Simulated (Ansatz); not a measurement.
## AgF (model cell, started as NiAs type) under biaxial strain

How do the modes of AgF (model cell, started as NiAs type) change when it is clamped to substrates of other lattice constants?

Method: DFT PBEsol, scalar-relativistic, plane waves, PAW, in Ansatz 0.2.0.

This is a report of a sequence of runs, with most program output left out.

The structure was built from a prototype and need not be the compound's stable phase.

## 1. Set-up

It takes space group P6_3/mmc (No. 194, hexagonal). Conventional cell: a = 3.402 Å, b = 3.402 Å, c = 5.443 Å, α = 90.00°, β = 90.00°, γ = 120.00°. Nearest to Ag lie 6 F at 2.39 Å. F has 6 Ag at 2.39 Å nearest. Farther neighbours and most contacts between anions are not listed.

## 2. Rough relaxation

The start is far from rest, so a relaxation with loose tolerances brings it close first.

input.yaml reads:

```yaml
crystal:
  lattice:
    - [3.40203, 0.0, 0.0]
    - [-1.70102, 2.94625, 0.0]
    - [0.0, 0.0, 5.44325]
  atoms:
    - { symbol: Ag, position: [0.0, 0.0, 0.0] }
    - { symbol: Ag, position: [0.0, 0.0, 0.5] }
    - { symbol: F, position: [0.333333, 0.666667, 0.25] }
    - { symbol: F, position: [0.666667, 0.333333, 0.75] }
kpoints:
  mp_grid: { grid: [6, 6, 4] }
hamiltonian:
  xc: pbesol
scf:
  occupations: { method: gaussian, width: 0.1 }
output:
  forces: true
  stress: true
  eigenvalues: true
relax:
  adjacent_minimum: "off"
  f_tol: 0.05
  max_steps: 80
  cell: { stress_tol: 0.5 }
```

On the command line:

```bash
$ ansatz run input.yaml --threads 8 --pin off --max-ram 14336MiB --backend cpu --events-out ev --progress --plain --runs-dir out
```

The job ended after 30 s (8 threads of Arm Neoverse N1, shared host; peak memory 0.39 GiB).

Relaxation path:

| step | energy less that of the first step (eV) | largest force component (eV/Å) | pressure (GPa) | volume (Å³) |
| --- | --- | --- | --- | --- |
| 1 | 0.0000 | 0.0000 | 8.81 | 54.56 |
| 2 | -0.1151 | 0.0000 | 0.05 | 59.04 |
| 3 | -0.1191 | 0.0000 | -0.07 | 58.97 |
| 4 | -0.1230 | 0.0000 | -0.05 | 58.68 |
| 5* | -0.1482 | 0.0000 | 0.65 | 58.68 |
| 6 | -0.1540 | 0.0000 | 0.19 | 58.68 |
| 7 | -0.1592 | 0.0000 | -0.13 | 58.36 |
| 8 | -0.1650 | 0.0000 | -0.36 | 57.49 |
| 9 | -0.1671 | 0.0000 | -0.37 | 56.26 |
| 10 | -0.1673 | 0.0000 | 0.03 | 56.88 |
| 11* | -0.1844 | 0.0000 | 0.55 | 56.88 |
| 12 | -0.1977 | 0.0000 | 0.25 | 56.52 |
| 13 | -0.2132 | 0.0000 | 0.00 | 55.70 |
| 14* | -0.2153 | 0.0000 | 0.04 | 55.70 |
| 15 | -0.2241 | 0.0000 | 0.16 | 54.86 |
| 16* | -0.2224 | 0.0000 | 0.09 | 54.86 |

Relaxation steps marked * repeat the geometry before them on a plane-wave basis chosen anew for their cell, so energy and pressure can jump there. Relaxation step 9 was tried and not accepted.

Forces are held to the 24 operations that the run works with; a distortion that breaks them can't arise in this run.

| cell as run | before | after | change |
| --- | --- | --- | --- |
| a (Å) | 3.402 | 3.042 | -10.6 % |
| b (Å) | 3.402 | 3.042 | -10.6 % |
| c (Å) | 5.443 | 6.846 | +25.8 % |
| volume (Å³/atom) | 13.64 | 13.71 | +0.5 % |

The relaxed structure:

```xyz
4
Lattice="3.0419 0.0000 0.0000 -1.5209 2.6344 0.0000 0.0000 0.0000 6.8456" Properties=species:S:1:pos:R:3 pbc="T T T"
Ag    0.0000    0.0000    0.0000
Ag    0.0000    0.0000    3.4228
F     0.0000    1.7562    1.7114
F     1.5209    0.8781    5.1342
```

This step gave:

```yaml
pressure: 0.09190 GPa
volume_per_atom: 13.71 Å³
gap_on_the_k_mesh: 0 eV
```

In this step the volume went from 13.64 to 13.71 Å³/atom.

## 3. Bringing the structure to rest

Harmonic phonons are second derivatives at a point where the forces vanish, and they are wanted at zero stress, so atoms and cell are relaxed first.

input.yaml reads:

```yaml
crystal:
  lattice:
    - [3.0418923967, 2.5812e-06, 0.0]
    - [-1.5209484337, 2.6343548005, 0.0]
    - [0.0, 0.0, 6.8455910973]
  atoms:
    - { symbol: Ag, position: [0.0, 0.0, 0.0] }
    - { symbol: Ag, position: [0.0, 0.0, 0.5] }
    - { symbol: F, position: [0.3333333333, 0.6666666667, 0.25] }
    - { symbol: F, position: [0.6666666667, 0.3333333333, 0.75] }
kpoints:
  mp_grid: { grid: [15, 15, 6] }
hamiltonian:
  xc: pbesol
scf:
  occupations: { method: gaussian, width: 0.1 }
output:
  forces: true
  stress: true
  eigenvalues: true
  write_density: true
  write_potential: true
  elf: true
  volumetric_format: npy
relax:
  adjacent_minimum: "off"
  f_tol: 0.005
  max_steps: 80
  cell: { stress_tol: 0.05 }
```

Wall time 16 s (8 threads); peak memory 0.52 GiB; 54 s of CPU time.

Step by step:

| step | energy less that of the first step (eV) | largest force component (eV/Å) | pressure (GPa) | volume (Å³) |
| --- | --- | --- | --- | --- |
| 1 | 0.0000 | 0.0000 | 0.12 | 54.86 |
| 2 | 0.0001 | 0.0000 | -0.02 | 54.91 |
| 3* | -0.0001 | 0.0000 | -0.02 | 54.91 |

Relaxation steps marked * repeat the geometry before them on a plane-wave basis chosen anew for their cell, so energy and pressure can jump there.

Forces are held to the 24 operations that the run works with; a distortion that breaks them can't arise in this run.

| conventional cell, symmetrised | before | after | change |
| --- | --- | --- | --- |
| a (Å) | 3.042 | 3.041 | -0.0 % |
| b (Å) | 3.042 | 3.041 | -0.0 % |
| c (Å) | 6.846 | 6.856 | +0.1 % |
| volume (Å³/atom) | 13.71 | 13.73 | +0.1 % |

Numbers from this step:

```yaml
pressure: -0.01901 GPa
volume_per_atom: 13.73 Å³
```

Electrostatic potential energy in the ac plane at fractional y = 0.000, with atoms of Ag within 0.2 Å of it. With pseudopotentials it is smooth inside the atoms' cores, unlike the true potential.

Ten even steps from '0' (-29 eV) to '9' (16 eV), each cell a mean:
```
0002468999864200
1123589999985321
4457899999998754
7888999999999888
9999999999999999
9999999999999999
9999999999999999
8899999999999998
5667899999998766
2234689999986432
0012478999874210
0001368999863100
0002468999864200
1124689999986421
4456899999998654
8889999999999988
9999999999999999
9999999999999999
9999999999999999
8899999999999998
5567899999998765
2234689999986432
0012478999874210
0001368999863100
```
Columns run along a (3.0 Å; values clipped at the 3rd and 97th percentile), rows up along c (6.9 Å). Atoms in or near the plane, at fractional coordinates: Ag at (0.00, 0.00), Ag at (0.00, 0.50).

ELF in the ac plane at fractional y = 0.000, with atoms of Ag within 0.2 Å of it. It is the smooth field of the valence electrons, not physical close to the nuclei.

Values, 24 rows by 16 columns, each cell a mean:
```
0.77 0.73 0.64 0.55 0.43 0.28 0.17 0.10 0.08 0.10 0.17 0.28 0.43 0.55 0.64 0.73
0.61 0.59 0.54 0.46 0.33 0.20 0.12 0.08 0.07 0.08 0.12 0.20 0.33 0.46 0.54 0.59
0.39 0.37 0.33 0.25 0.15 0.09 0.07 0.08 0.09 0.08 0.07 0.09 0.15 0.25 0.33 0.37
0.18 0.17 0.14 0.10 0.07 0.08 0.13 0.21 0.24 0.21 0.13 0.08 0.07 0.10 0.14 0.17
0.06 0.06 0.05 0.06 0.09 0.19 0.34 0.46 0.51 0.46 0.34 0.19 0.09 0.06 0.05 0.06
0.03 0.04 0.04 0.06 0.13 0.29 0.48 0.58 0.62 0.59 0.48 0.30 0.13 0.06 0.04 0.04
0.05 0.05 0.05 0.06 0.10 0.23 0.40 0.52 0.56 0.52 0.40 0.23 0.10 0.06 0.05 0.05
0.13 0.12 0.10 0.07 0.07 0.10 0.18 0.29 0.33 0.29 0.18 0.10 0.07 0.07 0.10 0.12
0.32 0.30 0.26 0.19 0.12 0.08 0.08 0.11 0.12 0.11 0.08 0.08 0.11 0.19 0.26 0.30
0.55 0.54 0.49 0.40 0.28 0.16 0.10 0.07 0.07 0.07 0.10 0.16 0.28 0.40 0.49 0.54
0.72 0.69 0.62 0.53 0.40 0.26 0.15 0.09 0.08 0.09 0.15 0.26 0.40 0.53 0.62 0.69
0.85 0.80 0.68 0.57 0.46 0.31 0.18 0.11 0.08 0.11 0.19 0.31 0.46 0.57 0.68 0.80
0.79 0.74 0.65 0.55 0.44 0.29 0.17 0.10 0.08 0.10 0.17 0.29 0.44 0.55 0.65 0.74
0.60 0.58 0.53 0.44 0.32 0.19 0.11 0.08 0.07 0.08 0.11 0.19 0.32 0.44 0.53 0.58
0.40 0.39 0.34 0.26 0.16 0.10 0.07 0.08 0.09 0.08 0.07 0.10 0.16 0.26 0.34 0.39
0.17 0.16 0.13 0.09 0.07 0.08 0.14 0.22 0.26 0.22 0.14 0.08 0.07 0.09 0.13 0.16
0.06 0.06 0.05 0.05 0.09 0.18 0.34 0.46 0.50 0.46 0.34 0.18 0.09 0.05 0.05 0.06
0.03 0.04 0.04 0.06 0.13 0.29 0.47 0.58 0.62 0.58 0.47 0.29 0.13 0.06 0.04 0.04
0.05 0.05 0.05 0.06 0.10 0.23 0.40 0.52 0.56 0.52 0.40 0.23 0.10 0.05 0.05 0.05
0.13 0.12 0.10 0.07 0.07 0.10 0.19 0.29 0.34 0.29 0.19 0.10 0.07 0.07 0.10 0.12
0.33 0.31 0.27 0.19 0.12 0.08 0.08 0.10 0.12 0.10 0.08 0.08 0.12 0.19 0.27 0.31
0.54 0.52 0.48 0.39 0.27 0.15 0.09 0.07 0.07 0.07 0.09 0.15 0.27 0.39 0.48 0.52
0.73 0.70 0.62 0.53 0.41 0.27 0.16 0.10 0.08 0.10 0.16 0.27 0.41 0.53 0.62 0.70
0.85 0.80 0.68 0.57 0.46 0.31 0.18 0.11 0.08 0.11 0.18 0.31 0.46 0.57 0.68 0.80
```
Columns run along a (3.0 Å), rows up along c (6.9 Å). Atoms in or near the plane, at fractional coordinates: Ag at (0.00, 0.00), Ag at (0.00, 0.50).

Valence density in the ac plane at fractional y = 0.000, with atoms of Ag within 0.2 Å of it. It is the smooth field of the valence electrons, not physical close to the nuclei.

Values in e/Å³, 24 rows by 16 columns, each cell a mean:
```
16 15 10  5  2  1  0  0  0  0  0  1  2  5 10 15
 8  7  5  3  1  0  0  0  0  0  0  0  1  3  5  7
 2  2  1  1  0  0  0  0  0  0  0  0  0  1  1  2
 0  0  0  0  0  0  0  0  0  0  0  0  0  0  0  0
 0  0  0  0  0  0  0  0  0  0  0  0  0  0  0  0
 0  0  0  0  0  0  0  0  0  0  0  0  0  0  0  0
 0  0  0  0  0  0  0  0  0  0  0  0  0  0  0  0
 0  0  0  0  0  0  0  0  0  0  0  0  0  0  0  0
 1  1  1  0  0  0  0  0  0  0  0  0  0  0  1  1
 6  5  3  2  1  0  0  0  0  0  0  0  1  2  3  5
14 12  8  4  2  1  0  0  0  0  0  1  2  4  8 12
20 18 12  6  2  1  0  0  0  0  0  1  2  6 12 18
17 15 10  5  2  1  0  0  0  0  0  1  2  5 10 15
 8  7  5  2  1  0  0  0  0  0  0  0  1  2  5  7
 2  2  1  1  0  0  0  0  0  0  0  0  0  1  1  2
 0  0  0  0  0  0  0  0  0  0  0  0  0  0  0  0
 0  0  0  0  0  0  0  0  0  0  0  0  0  0  0  0
 0  0  0  0  0  0  0  0  0  0  0  0  0  0  0  0
 0  0  0  0  0  0  0  0  0  0  0  0  0  0  0  0
 0  0  0  0  0  0  0  0  0  0  0  0  0  0  0  0
 1  1  1  0  0  0  0  0  0  0  0  0  0  0  1  1
 5  5  3  2  1  0  0  0  0  0  0  0  1  2  3  5
15 13  9  4  2  1  0  0  0  0  0  1  2  4  9 13
20 18 12  6  2  1  0  0  0  0  0  1  2  6 12 18
```
Columns run along a (3.0 Å), rows up along c (6.9 Å). Atoms in or near the plane, at fractional coordinates: Ag at (0.00, 0.00), Ag at (0.00, 0.50).

In this step the volume went from 13.71 to 13.73 Å³/atom.

## 4. Tight relaxation

Phonons need a cell at rest on their own settings, so the relaxation is repeated with tight tolerances on forces and stress on the k mesh and occupations of the first response run.

input.yaml reads:

```yaml
crystal:
  lattice:
    - [3.0410822397, 2.5805e-06, 0.0]
    - [-1.5205433546, 2.6336531843, 0.0]
    - [0.0, 0.0, 6.8555414301]
  atoms:
    - { symbol: Ag, position: [0.0, 0.0, 0.0] }
    - { symbol: Ag, position: [0.0, 0.0, 0.5] }
    - { symbol: F, position: [0.3333333333, 0.6666666667, 0.25] }
    - { symbol: F, position: [0.6666666667, 0.3333333333, 0.75] }
kpoints:
  mp_grid: { grid: [15, 15, 6] }
hamiltonian:
  xc: pbesol
scf:
  occupations: { method: methfessel_paxton, width: 0.15 }
output:
  forces: true
  stress: true
  eigenvalues: true
relax:
  adjacent_minimum: "off"
  f_tol: 0.001
  max_steps: 60
  cell: { stress_tol: 0.01 }
```

Wall time 33 s (8 threads); peak memory 0.52 GiB.

The steps of the relaxation:

| step | energy less that of the first step (eV) | largest force component (eV/Å) | pressure (GPa) | volume (Å³) |
| --- | --- | --- | --- | --- |
| 1 | 0.0000 | 0.0000 | -0.03 | 54.91 |
| 2 | -0.0001 | 0.0000 | 0.00 | 54.87 |
| 3 | -0.0002 | 0.0000 | 0.00 | 54.86 |
| 4* | 0.0000 | 0.0000 | -0.01 | 54.86 |
| 5 | -0.0001 | 0.0000 | 0.00 | 54.84 |
| 6* | 0.0000 | 0.0000 | 0.00 | 54.84 |

Relaxation steps marked * repeat the geometry before them on a plane-wave basis chosen anew for their cell, so energy and pressure can jump there.

The run keeps the 24 symmetry operations that it works with, so distortions that break them were not tested.

| conventional cell, symmetrised | before | after | change |
| --- | --- | --- | --- |
| a (Å) | 3.041 | 3.037 | -0.1 % |
| b (Å) | 3.041 | 3.037 | -0.1 % |
| c (Å) | 6.856 | 6.864 | +0.1 % |
| volume (Å³/atom) | 13.73 | 13.71 | -0.1 % |

The relaxed structure:

```xyz
4
Lattice="3.0374 0.0000 0.0000 -1.5187 2.6305 0.0000 0.0000 0.0000 6.8644" Properties=species:S:1:pos:R:3 pbc="T T T"
Ag    0.0000    0.0000    0.0000
Ag    0.0000    0.0000    3.4322
F     0.0000    1.7536    1.7161
F     1.5187    0.8768    5.1483
```

Numbers from this step:

```
pressure        : -9.60e-4 GPa
volume per atom : 13.71 Å³
```

The forces vanish by symmetry and the pressure is -0.001 GPa, within the tolerances set. The cell now holds 13.71 Å³/atom.

## 5. Modes under strain, biaxial strain 0 %

The zone-centre modes at this strain show which mode softens. No field response is asked, since the mesh shows no gap.

input.yaml, the sections that differ from step 4:

```yaml
crystal:
  lattice:
    - [3.0373942977, 2.5774e-06, 0.0]
    - [-1.5186993809, 2.6304593345, 0.0]
    - [0.0, 0.0, 6.8643533922]
  atoms:
    - { symbol: Ag, position: [0.0, 0.0, 0.0] }
    - { symbol: Ag, position: [0.0, 0.0, 0.5] }
    - { symbol: F, position: [0.3333333333, 0.6666666667, 0.25] }
    - { symbol: F, position: [0.6666666667, 0.3333333333, 0.75] }
output:
  eigenvalues: true
phonons:
  method: dfpt
# kpoints, hamiltonian, scf: as in step 4
# relax: removed
```

The job ended after 2.5 min (8 threads; peak memory 1.9 GiB; 8.8 min of CPU time).

Numbers from this step:

```yaml
sum_rule_residual_before_enforcement: 4.65e-5 eV/Å²
point_group: 6/mmm
highest_optical_mode_at_the_zone_centre_no_lo_to_term: 313.6 cm⁻¹
lowest_optical_zone_centre_mode: -27.17 cm⁻¹
```

Patterns of degenerate modes are one choice out of their space. The modes at Γ (shares of kinetic energy by element, %) (negative means imaginary):

| mode | frequency (cm⁻¹) | symmetry | Ag % | F % |
| --- | --- | --- | --- | --- |
| 1 | -27.2 | E2g | 0 | 100 |
| 2 | -27.2 | E2g | 0 | 100 |
| 3 | 0.0 | acoustic | 85 | 15 |
| 4 | 0.0 | acoustic | 85 | 15 |
| 5 | 0.0 | acoustic | 85 | 15 |
| 6 | 40.4 | E2u | 100 | 0 |
| 7 | 40.4 | E2u | 100 | 0 |
| 8 | 115.8 | E1u | 15 | 85 |
| 9 | 115.8 | E1u | 15 | 85 |
| 10 | 164.1 | B2u | 100 | 0 |
| 11 | 258.1 | A2u | 15 | 85 |
| 12 | 313.6 | B1g | 0 | 100 |

Displacements in mode 2 (-27.2 cm⁻¹), the largest set to 1:
```
Ag1  0.00  0.00  0.00
Ag2  0.00  0.00  0.00
F3  -0.15 -1.00  0.00
F4   0.15  1.00  0.00
```

Displacements in mode 12 (313.6 cm⁻¹), the largest set to 1:
```
Ag1  0.00  0.00  0.00
Ag2  0.00  0.00  0.00
F3   0.00  0.00 -1.00
F4   0.00  0.00  1.00
```

At this strain the lowest optical mode is imaginary, 27.2i cm⁻¹, so the energy falls along it, and the highest optical one lies at 314 cm⁻¹.

## 6. Relaxing under biaxial strain, biaxial strain -4 %

The plane of a and b is compressed by 4 % and clamped, as on a substrate, and the third edge and the atoms relax.

Changes to input.yaml since step 5:

```diff
@@ -2,4 +2,4 @@
   lattice:
-    - [3.0373942977, 2.5774e-06, 0.0]
-    - [-1.5186993809, 2.6304593345, 0.0]
+    - [2.9158985258, 2.4743e-06, 0.0]
+    - [-1.4579514057, 2.5252409611, 0.0]
     - [0.0, 0.0, 6.8643533922]
@@ -17,4 +17,9 @@
 output:
+  forces: true
+  stress: true
   eigenvalues: true
-phonons:
-  method: dfpt
+relax:
+  adjacent_minimum: "off"
+  f_tol: 0.001
+  max_steps: 60
+  cell: { stress_tol: 0.02, fix: [a, b, gamma] }
```

Wall time 40 s (8 threads); peak memory 0.51 GiB.

Step by step:

| step | energy less that of the first step (eV) | largest force component (eV/Å) | pressure (GPa) | volume (Å³) |
| --- | --- | --- | --- | --- |
| 1 | 0.0000 | 0.0000 | 7.59 | 50.54 |
| 2 | -0.0383 | 0.0000 | 2.22 | 52.22 |
| 3 | -0.0384 | 0.0000 | 2.32 | 52.19 |
| 4* | -0.0455 | 0.0000 | 2.57 | 52.19 |
| 5 | -0.0454 | 0.0000 | 2.32 | 52.28 |
| 6 | -0.0454 | 0.0000 | 2.31 | 52.28 |
| 7* | -0.0456 | 0.0000 | 2.32 | 52.28 |

Relaxation steps marked * repeat the geometry before them on a plane-wave basis chosen anew for their cell, so energy and pressure can jump there.

The run keeps the 24 symmetry operations that it works with, so distortions that break them were not tested.

| conventional cell, symmetrised | before | after | change |
| --- | --- | --- | --- |
| a (Å) | 2.916 | 2.916 | -0.0 % |
| b (Å) | 2.916 | 2.916 | -0.0 % |
| c (Å) | 6.864 | 7.100 | +3.4 % |
| volume (Å³/atom) | 12.64 | 13.07 | +3.4 % |

The clamped plane carries a mean stress of 3.47 GPa, while the normal stress is relaxed to 0.01 GPa.

## 7. Modes under strain, biaxial strain -4 %

input.yaml, the sections that differ from step 6:

```yaml
crystal:
  lattice:
    - [2.9158985258, 2.4743e-06, 0.0]
    - [-1.4579514057, 2.5252409611, 0.0]
    - [0.0, 0.0, 7.1003086125]
  atoms:
    - { symbol: Ag, position: [0.0, 0.0, 0.0] }
    - { symbol: Ag, position: [0.0, 0.0, 0.5] }
    - { symbol: F, position: [0.3333333333, 0.6666666667, 0.25] }
    - { symbol: F, position: [0.6666666667, 0.3333333333, 0.75] }
output:
  eigenvalues: true
phonons:
  method: dfpt
# kpoints, hamiltonian, scf: as in step 6
# relax: removed
```

Wall time 2.3 min (8 threads); peak memory 1.8 GiB.

At this strain the lowest optical mode is imaginary, 39.5i cm⁻¹, so the energy falls along it, and the highest optical one lies at 338 cm⁻¹.

## 8. Relaxing under biaxial strain, biaxial strain -2 %

The plane of a and b is compressed by 2 % and clamped, as on a substrate, and the third edge and the atoms relax.

Changes to input.yaml since step 7:

```diff
@@ -2,5 +2,5 @@
   lattice:
-    - [2.9158985258, 2.4743e-06, 0.0]
-    - [-1.4579514057, 2.5252409611, 0.0]
-    - [0.0, 0.0, 7.1003086125]
+    - [2.9766464118, 2.5258e-06, 0.0]
+    - [-1.4883253933, 2.5778501478, 0.0]
+    - [0.0, 0.0, 6.8643533922]
   atoms:
@@ -17,4 +17,9 @@
 output:
+  forces: true
+  stress: true
   eigenvalues: true
-phonons:
-  method: dfpt
+relax:
+  adjacent_minimum: "off"
+  f_tol: 0.001
+  max_steps: 60
+  cell: { stress_tol: 0.02, fix: [a, b, gamma] }
```

The job ended after 33 s (8 threads; peak memory 0.52 GiB).

The steps of the relaxation:

| step | energy less that of the first step (eV) | largest force component (eV/Å) | pressure (GPa) | volume (Å³) |
| --- | --- | --- | --- | --- |
| 1 | 0.0000 | 0.0000 | 3.35 | 52.67 |
| 2 | -0.0080 | 0.0000 | 0.86 | 53.59 |
| 3 | -0.0081 | 0.0000 | 0.91 | 53.57 |
| 4* | -0.0113 | 0.0000 | 1.03 | 53.57 |
| 5 | -0.0112 | 0.0000 | 0.91 | 53.62 |
| 6* | -0.0113 | 0.0000 | 0.91 | 53.62 |

Relaxation steps marked * repeat the geometry before them on a plane-wave basis chosen anew for their cell, so energy and pressure can jump there.

The run keeps the 24 symmetry operations that it works with, so distortions that break them were not tested.

| conventional cell, symmetrised | before | after | change |
| --- | --- | --- | --- |
| a (Å) | 2.977 | 2.977 | +0.0 % |
| b (Å) | 2.977 | 2.977 | +0.0 % |
| c (Å) | 6.864 | 6.987 | +1.8 % |
| volume (Å³/atom) | 13.17 | 13.40 | +1.8 % |

The clamped plane carries a mean stress of 1.36 GPa, while the normal stress is relaxed to 0.01 GPa.

## 9. Modes under strain, biaxial strain -2 %

input.yaml, the sections that differ from step 8:

```yaml
crystal:
  lattice:
    - [2.9766464118, 2.5258e-06, 0.0]
    - [-1.4883253933, 2.5778501478, 0.0]
    - [0.0, 0.0, 6.9872588985]
  atoms:
    - { symbol: Ag, position: [0.0, 0.0, 0.0] }
    - { symbol: Ag, position: [0.0, 0.0, 0.5] }
    - { symbol: F, position: [0.3333333333, 0.6666666667, 0.25] }
    - { symbol: F, position: [0.6666666667, 0.3333333333, 0.75] }
output:
  eigenvalues: true
phonons:
  method: dfpt
# kpoints, hamiltonian, scf: as in step 8
# relax: removed
```

The job ended after 2.3 min (8 threads; peak memory 1.9 GiB).

Patterns of degenerate modes are one choice out of their space. The modes at Γ (shares of kinetic energy by element, %) (negative means imaginary):

| mode | frequency (cm⁻¹) | symmetry | Ag % | F % |
| --- | --- | --- | --- | --- |
| 1 | -36.2 | E2g | 0 | 100 |
| 2 | -36.2 | E2g | 0 | 100 |
| 3 | 0.0 | acoustic | 85 | 15 |
| 4 | 0.0 | acoustic | 85 | 15 |
| 5 | 0.0 | acoustic | 85 | 15 |
| 6 | 37.3 | E2u | 100 | 0 |
| 7 | 37.3 | E2u | 100 | 0 |
| 8 | 105.0 | E1u | 15 | 85 |
| 9 | 105.0 | E1u | 15 | 85 |
| 10 | 169.5 | B2u | 100 | 0 |
| 11 | 268.2 | A2u | 15 | 85 |
| 12 | 325.7 | B1g | 0 | 100 |

At this strain the lowest optical mode is imaginary, 36.2i cm⁻¹, so the energy falls along it, and the highest optical one lies at 326 cm⁻¹.

Between step 5 and this run (biaxial strain -2 %) the value for the lowest optical zone-centre mode moves from -27.2 cm⁻¹ to -36.2 cm⁻¹.

(Continued in part 2 of 2.)

[Logs are printed without paths, hosts, clocks, repeated set-up lines and the standing remarks that a program may print on its own settings, such as how far it seeks lower states.]

[Hosts, paths, dates, database ids (printed as entryN), source tags and the programs' standing remarks are cut or masked in the printed files.]
